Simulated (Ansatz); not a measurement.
# Preparing LiLaSO (P4/nmm) as a host crystal, part 4 of 4

Before any defect goes in: LiLaSO (P4/nmm) at rest, and how it screens a charge.

Ansatz 0.2.0; plane-wave PAW DFT, PBEsol; relaxation of the host's cell and atoms (the session's first sound run).

So far. Step 3 (Dielectric tensors of the host): The principal values of the electronic dielectric tensor are 5.12, 5.41 and 5.41. The principal values of the static dielectric tensor are 13.45, 20.61 and 20.61.

## (7) Defect free supercell relaxed from displaced atoms

This step: plane-wave PAW DFT, PBEsol; relaxation of the defect-free supercell from random displacements, a test of the host's stability (Ansatz 0.2.0).

The input, pristine.rattled/input.yaml:

```yaml
crystal:
  lattice:
    - [7.9491828081, 7.9491828081, 0.0]
    - [-7.9491828081, 7.9491828081, 0.0]
    - [0.0, 0.0, 8.6338213126]
  atoms:
    - { symbol: Li, position: [0.0, 0.25, 0.5] }
    - { symbol: Li, position: [0.25, 0.0, 0.5] }
    - { symbol: Li, position: [0.0, 0.0, 0.5] }
    - { symbol: Li, position: [0.25, 0.25, 0.5] }
    - { symbol: La, position: [0.125, 0.125, 0.8559897345] }
    - { symbol: La, position: [0.375, 0.375, 0.8559897345] }
    - { symbol: La, position: [0.125, 0.375, 0.1440102655] }
    - { symbol: La, position: [0.375, 0.125, 0.1440102655] }
    - { symbol: S, position: [0.125, 0.375, 0.6628871403] }
    - { symbol: S, position: [0.375, 0.125, 0.6628871403] }
    - { symbol: S, position: [0.125, 0.125, 0.3371128597] }
    - { symbol: S, position: [0.375, 0.375, 0.3371128597] }
    - { symbol: O, position: [0.0, 0.0, 0.0] }
    - { symbol: O, position: [0.25, 0.25, 0.0] }
    - { symbol: O, position: [0.0, 0.25, 0.0] }
    - { symbol: O, position: [0.25, 0.0, 0.0] }
    - { symbol: Li, position: [0.0, 0.75, 0.5] }
    - { symbol: Li, position: [0.25, 0.5, 0.5] }
    - { symbol: Li, position: [0.0, 0.5, 0.5] }
    - { symbol: Li, position: [0.25, 0.75, 0.5] }
    - { symbol: La, position: [0.125, 0.625, 0.8559897345] }
    - { symbol: La, position: [0.375, 0.875, 0.8559897345] }
    - { symbol: La, position: [0.125, 0.875, 0.1440102655] }
    - { symbol: La, position: [0.375, 0.625, 0.1440102655] }
    - { symbol: S, position: [0.125, 0.875, 0.6628871403] }
    - { symbol: S, position: [0.375, 0.625, 0.6628871403] }
    - { symbol: S, position: [0.125, 0.625, 0.3371128597] }
    - { symbol: S, position: [0.375, 0.875, 0.3371128597] }
    - { symbol: O, position: [0.0, 0.5, 0.0] }
    - { symbol: O, position: [0.25, 0.75, 0.0] }
    - { symbol: O, position: [0.0, 0.75, 0.0] }
    - { symbol: O, position: [0.25, 0.5, 0.0] }
    - { symbol: Li, position: [0.5, 0.25, 0.5] }
    - { symbol: Li, position: [0.75, 0.0, 0.5] }
    - { symbol: Li, position: [0.5, 0.0, 0.5] }
    - { symbol: Li, position: [0.75, 0.25, 0.5] }
    - { symbol: La, position: [0.625, 0.125, 0.8559897345] }
    - { symbol: La, position: [0.875, 0.375, 0.8559897345] }
    - { symbol: La, position: [0.625, 0.375, 0.1440102655] }
    - { symbol: La, position: [0.875, 0.125, 0.1440102655] }
    - { symbol: S, position: [0.625, 0.375, 0.6628871403] }
    - { symbol: S, position: [0.875, 0.125, 0.6628871403] }
    - { symbol: S, position: [0.625, 0.125, 0.3371128597] }
    - { symbol: S, position: [0.875, 0.375, 0.3371128597] }
    - { symbol: O, position: [0.5, 0.0, 0.0] }
    - { symbol: O, position: [0.75, 0.25, 0.0] }
    - { symbol: O, position: [0.5, 0.25, 0.0] }
    - { symbol: O, position: [0.75, 0.0, 0.0] }
    - { symbol: Li, position: [0.5, 0.75, 0.5] }
    - { symbol: Li, position: [0.75, 0.5, 0.5] }
    - { symbol: Li, position: [0.5, 0.5, 0.5] }
    - { symbol: Li, position: [0.75, 0.75, 0.5] }
    - { symbol: La, position: [0.625, 0.625, 0.8559897345] }
    - { symbol: La, position: [0.875, 0.875, 0.8559897345] }
    - { symbol: La, position: [0.625, 0.875, 0.1440102655] }
    - { symbol: La, position: [0.875, 0.625, 0.1440102655] }
    - { symbol: S, position: [0.625, 0.875, 0.6628871403] }
    - { symbol: S, position: [0.875, 0.625, 0.6628871403] }
    - { symbol: S, position: [0.625, 0.625, 0.3371128597] }
    - { symbol: S, position: [0.875, 0.875, 0.3371128597] }
    - { symbol: O, position: [0.5, 0.5, 0.0] }
    - { symbol: O, position: [0.75, 0.75, 0.0] }
    - { symbol: O, position: [0.5, 0.75, 0.0] }
    - { symbol: O, position: [0.75, 0.5, 0.0] }
basis:
  ecutwfc: 420
  xc_grid: 2
hamiltonian:
  xc: pbesol
kpoints:
  mp_grid: { grid: [1, 1, 1], shift: [0.25, 0.25, 0.25] }
scf:
  occupations: { method: fermi_dirac, width: 0.01 }
  max_iter: 80
output:
  forces: true
relax:
  f_tol: 0.01
  max_steps: 120
  random_displacement: { amplitude: 0.08, seed: 6644 }
checkpoint:
  write: "../pristine.rattled.run"
  compress: false
  write_wavefunctions: false
  write_every: 100000
```

Launch:

```console
> ansatz run input.yaml --threads 4 --pin off --max-ram 7536MiB --backend cpu --events-out ev --progress --plain --runs-dir out
```

Numbers of over 12 decimals in the logs are rounded to 6 here.

Log:

```text
[...]
Crystal: 64 atoms, lattice volume = 1091.134 Å³
Basis set: ecut = 420 eV, 21369 PW (Γ), exchange–correlation on 160×160×120 points (8 copies of the dense FFT grid, shifted against one another)
Bands: 272, of which v1, the nominal top of the filled ones, is band 208 counted from 1 (207 counted from 0)
Symmetry: 1 space group operations
k-points: 1
[...]
SCF iter   1: F=—  HF=-125078.862139 eV  |F-HF|=—  |Δ(HF+E_count)|=         —  Δρ=9.65e-3  dr2=9.65e-1  ethr=1.77e-3  ⟨swp⟩=8.0  Hψ=1356  notcnv=0  defer=2
[...]
SCF iter   8: F=-125078.644022 eV  HF=-125078.644023 eV  |F-HF|=8.33e-7  |Δ(HF+E_count)|=   2.44e-6  Δρ=1.12e-5  dr2=1.19e-6  ethr=6.01e-10  ⟨swp⟩=4.0  Hψ=868  notcnv=0
SCF 1 converged in 8 iterations: F = -125078.644022 eV  dr2 = 1.19e-6
[...]
relax step   1: F+E_penalty+E_count = -125078.64402181 eV  Δ(F+E_penalty+E_count) = +0.000e0 eV  max|allowed force component| = 1.524e0 eV/Å  Δτ_max = 0.0000 Å  (8 SCF iters, dr2 threshold 2.50e-6 eV, accepted)
[...]
relax step   2: F+E_penalty+E_count = -125079.08524989 eV  Δ(F+E_penalty+E_count) = -4.412e-1 eV  max|allowed force component| = 1.934e0 eV/Å  Δτ_max = 0.1948 Å  (7 SCF iters, dr2 threshold 1.00e-4 eV, accepted)
relax step   3: F+E_penalty+E_count = -125080.27679870 eV  Δ(F+E_penalty+E_count) = -1.192e0 eV  max|allowed force component| = 6.553e-2 eV/Å  Δτ_max = 0.1138 Å  (6 SCF iters, dr2 threshold 1.00e-4 eV, accepted)
relax step   4: F+E_penalty+E_count = -125080.27837938 eV  Δ(F+E_penalty+E_count) = -1.581e-3 eV  max|allowed force component| = 1.901e-2 eV/Å  Δτ_max = 0.0148 Å  (6 SCF iters, dr2 threshold 2.68e-7 eV, accepted)
SCF iter   1: F=—  HF=-125080.281943 eV  |F-HF|=—  |Δ(HF+E_count)|=         —  Δρ=2.69e-4  dr2=6.41e-4  ethr=3.05e-6  ⟨swp⟩=3.0  Hψ=500  notcnv=0  defer=55
[...]
SCF iter   5: F=-125080.280479 eV  HF=-125080.280479 eV  |F-HF|=3.03e-8  |Δ(HF+E_count)|=   1.41e-6  Δρ=2.96e-6  dr2=8.80e-8  ethr=2.40e-11  ⟨swp⟩=3.0  Hψ=1069  notcnv=0
SCF 5 converged in 5 iterations: F = -125080.280479 eV  dr2 = 8.80e-8
relax step   5: F+E_penalty+E_count = -125080.28047943 eV  Δ(F+E_penalty+E_count) = -2.100e-3 eV  max|allowed force component| = 3.939e-3 eV/Å  Δτ_max = 0.0078 Å  (5 SCF iters, accepted)
SCF converged after 5 iterations
Free energy (F): -125080.280479 eV
[...]
Internal energy: -125080.280479 eV  (E = F + TS)
E sigma→0 (E₀):  -125080.280479 eV
Fermi energy:    9.065432 eV
[...]
--- Forces (eV/Å), atoms counted from 1 ---
  atom   1  Li    -0.00042783     0.00353920     0.00053319
  atom   2  Li    -0.00034786     0.00339527     0.00068658
  atom   3  Li     0.00045612    -0.00317214    -0.00051830
  atom   4  Li     0.00065921    -0.00355322    -0.00055001
  atom   5  La    -0.00186717    -0.00332618    -0.00054071
  atom   6  La    -0.00239938    -0.00348869     0.00034818
  atom   7  La     0.00224988     0.00325587     0.00018634
  atom   8  La     0.00203439     0.00309609     0.00052454
  atom   9  S     -0.00219036    -0.00348852     0.00016650
  atom  10  S     -0.00222615    -0.00327488    -0.00006722
  atom  11  S      0.00199961     0.00333054    -0.00012793
  atom  12  S      0.00208837     0.00354111    -0.00038844
  atom  13  O      0.00001612    -0.00018778     0.00129101
  atom  14  O      0.00011040     0.00024864     0.00114053
  atom  15  O     -0.00095083     0.00003521    -0.00152950
  atom  16  O     -0.00049249     0.00004280    -0.00112493
  atom  17  Li    -0.00063338     0.00365051     0.00067724
  atom  18  Li    -0.00054722     0.00335753     0.00078078
  atom  19  Li     0.00042533    -0.00335170    -0.00092858
  atom  20  Li     0.00045116    -0.00353804    -0.00067412
  atom  21  La    -0.00209294    -0.00334832    -0.00024660
  atom  22  La    -0.00248596    -0.00374048    -0.00024062
  atom  23  La     0.00212867     0.00302066     0.00069659
  atom  24  La     0.00137799     0.00350208    -0.00004346
  atom  25  S     -0.00218016    -0.00331436     0.00022444
  atom  26  S     -0.00193777    -0.00333860     0.00019191
  atom  27  S      0.00254479     0.00343164    -0.00033338
  atom  28  S      0.00239847     0.00373379    -0.00041473
  atom  29  O      0.00037799    -0.00019452     0.00143675
  atom  30  O      0.00068757    -0.00004965     0.00138589
  atom  31  O     -0.00068274    -0.00025152    -0.00123775
  atom  32  O     -0.00032491     0.00001227    -0.00146760
  atom  33  Li    -0.00033776     0.00343661     0.00048723
  atom  34  Li    -0.00056754     0.00351747     0.00009533
  atom  35  Li     0.00041039    -0.00374333    -0.00028647
  atom  36  Li     0.00056928    -0.00355218    -0.00036326
  atom  37  La    -0.00200750    -0.00393950     0.00020574
  atom  38  La    -0.00190334    -0.00337595     0.00067286
  atom  39  La     0.00194062     0.00347429    -0.00009661
  atom  40  La     0.00282919     0.00312848    -0.00019907
[...]
atom  53  La    -0.00234825    -0.00313232     0.00051785
  atom  54  La    -0.00202531    -0.00328685     0.00023985
  atom  55  La     0.00188285     0.00350263     0.00035585
  atom  56  La     0.00236850     0.00371502     0.00016637
  atom  57  S     -0.00182485    -0.00324326     0.00004551
  atom  58  S     -0.00228354    -0.00357058     0.00020741
  atom  59  S      0.00230132     0.00316995    -0.00032629
  atom  60  S      0.00224333     0.00328680    -0.00022327
  atom  61  O      0.00066308     0.00013017     0.00143958
  atom  62  O      0.00033889    -0.00040536     0.00122397
  atom  63  O     -0.00002808    -0.00022143    -0.00153175
  atom  64  O     -0.00048348    -0.00024410    -0.00169279
  max |Σ_I F_I| component: 8.18e-6 eV/Å
--- Relaxed structure (5 steps of the walk, 5 accepted, 0 SCFs on fresh bases) ---
  F+E_penalty+E_count = -125080.28047943 eV   max|allowed force component| = 3.939e-3 eV/Å
  atoms:
    - { symbol: Li, position: [-0.000586, 0.249653, 0.499542] }
    - { symbol: Li, position: [0.249409, -0.000338, 0.499543] }
    - { symbol: Li, position: [-0.000576, -0.000339, 0.499994] }
    - { symbol: Li, position: [0.249428, 0.249673, 0.500001] }
    - { symbol: La, position: [0.124393, 0.124593, 0.855779] }
    - { symbol: La, position: [0.374395, 0.374587, 0.855769] }
    - { symbol: La, position: [0.124453, 0.374734, 0.143767] }
    - { symbol: La, position: [0.374456, 0.124729, 0.143764] }
    - { symbol: S, position: [0.124370, 0.374539, 0.662673] }
    - { symbol: S, position: [0.374369, 0.124539, 0.662678] }
    - { symbol: S, position: [0.124477, 0.124787, 0.336870] }
    - { symbol: S, position: [0.374477, 0.374787, 0.336880] }
    - { symbol: O, position: [-0.000590, -0.000345, -0.000274] }
    - { symbol: O, position: [0.249408, 0.249651, -0.000273] }
    - { symbol: O, position: [-0.000559, 0.249668, -0.000177] }
    - { symbol: O, position: [0.249445, -0.000332, -0.000191] }
    - { symbol: Li, position: [-0.000591, 0.749649, 0.499535] }
    - { symbol: Li, position: [0.249414, 0.499661, 0.499533] }
    - { symbol: Li, position: [-0.000571, 0.499665, 0.500015] }
    - { symbol: Li, position: [0.249424, 0.749672, 0.500003] }
    - { symbol: La, position: [0.124400, 0.624594, 0.855774] }
    - { symbol: La, position: [0.374405, 0.874591, 0.855772] }
    - { symbol: La, position: [0.124461, 0.874733, 0.143759] }
    - { symbol: La, position: [0.374460, 0.624725, 0.143768] }
    - { symbol: S, position: [0.124362, 0.874537, 0.662669] }
    - { symbol: S, position: [0.374363, 0.624543, 0.662672] }
    - { symbol: S, position: [0.124467, 0.624787, 0.336874] }
    - { symbol: S, position: [0.374465, 0.874787, 0.336877] }
    - { symbol: O, position: [-0.000592, 0.499655, -0.000285] }
    - { symbol: O, position: [0.249413, 0.749654, -0.000278] }
    - { symbol: O, position: [-0.000552, 0.749669, -0.000186] }
    - { symbol: O, position: [0.249444, 0.499667, -0.000178] }
    - { symbol: Li, position: [0.499412, 0.249659, 0.499547] }
    - { symbol: Li, position: [0.749411, -0.000347, 0.499562] }
    - { symbol: Li, position: [0.499431, -0.000325, 0.499988] }
    - { symbol: Li, position: [0.749429, 0.249672, 0.499991] }
    - { symbol: La, position: [0.624398, 0.124594, 0.855772] }
    - { symbol: La, position: [0.874395, 0.374593, 0.855767] }
    - { symbol: La, position: [0.624453, 0.374729, 0.143771] }
    - { symbol: La, position: [0.874451, 0.124735, 0.143774] }
    - { symbol: S, position: [0.624369, 0.374540, 0.662672] }
    - { symbol: S, position: [0.874366, 0.124539, 0.662667] }
    - { symbol: S, position: [0.624476, 0.124785, 0.336876] }
    - { symbol: S, position: [0.874476, 0.374788, 0.336871] }
    - { symbol: O, position: [0.499408, -0.000349, -0.000273] }
    - { symbol: O, position: [0.749406, 0.249652, -0.000275] }
    - { symbol: O, position: [0.499440, 0.249667, -0.000176] }
    - { symbol: O, position: [0.749443, -0.000332, -0.000184] }
    - { symbol: Li, position: [0.499407, 0.749666, 0.499538] }
    - { symbol: Li, position: [0.749414, 0.499659, 0.499543] }
    - { symbol: Li, position: [0.499422, 0.499677, 0.500016] }
    - { symbol: Li, position: [0.749422, 0.749670, 0.500001] }
    - { symbol: La, position: [0.624397, 0.624588, 0.855766] }
    - { symbol: La, position: [0.874399, 0.874593, 0.855768] }
    - { symbol: La, position: [0.624459, 0.874728, 0.143764] }
    - { symbol: La, position: [0.874454, 0.624733, 0.143764] }
    - { symbol: S, position: [0.624358, 0.874541, 0.662677] }
    - { symbol: S, position: [0.874368, 0.624538, 0.662672] }
    - { symbol: S, position: [0.624473, 0.624792, 0.336879] }
    - { symbol: S, position: [0.874469, 0.874788, 0.336874] }
    - { symbol: O, position: [0.499407, 0.499652, -0.000284] }
    - { symbol: O, position: [0.749413, 0.749654, -0.000285] }
    - { symbol: O, position: [0.499447, 0.749667, -0.000178] }
    - { symbol: O, position: [0.749443, 0.499668, -0.000176] }
```

The job ended after 59 s (4 threads of Arm Neoverse V2, shared host; peak memory 1.9 GiB).

Step by step:

```
step  energy less that of the first step (eV)  largest force component (eV/Å)
   1                                   0.0000                          1.5237
   2                                  -0.4412                          1.9336
   3                                  -1.6328                          0.0655
   4                                  -1.6344                          0.0190
   5                                  -1.6365                          0.0039
```

The relaxation ends 26 meV an atom lower than the displaced start, with a largest force component of 0.0039 eV/Å.

## (8) Summary of results

| Property | Result |
| --- | --- |
| primitive cell vectors, lengths | 3.975, 3.975, 8.634 Å |
| electronic dielectric constant | principal values (5.12, 5.41, 5.41) |
| static dielectric constant | principal values (13.45, 20.61, 20.61) |
| gap on the k-mesh of the response run (PBEsol) | 3.07 eV |
| supercell relaxed in its symmetry less the displaced and relaxed one | 0.000 eV |
| energy an atom at one point at (¼, ¼, ¼) less that on the dense mesh | 0.000 eV |

Step 7: The energy fell by 1.636 eV from the randomly displaced start; the atoms end within 0.005 Å of the sites as typed, once the mean shift is taken out. The displaced cell ends within 0.01 eV of the symmetric one relaxed in its symmetry, so no lower structure shows in this supercell. The k-mesh can miss the band edges, so this gap is an upper bound at this level. All at zero temperature.

[Logs are printed without paths, hosts, clocks, repeated set-up lines and the standing remarks that a program may print on its own settings, such as how far it seeks lower states.]

[Hosts, paths, dates, database ids (printed as entryN), source tags and the programs' standing remarks are cut or masked in the printed files.]

[Runs of the host that timed out are not shown.]

[For some hosts the program warned that the k-mesh of the response run may be too coarse for force constants and the static dielectric constant; such warnings are not always shown.]
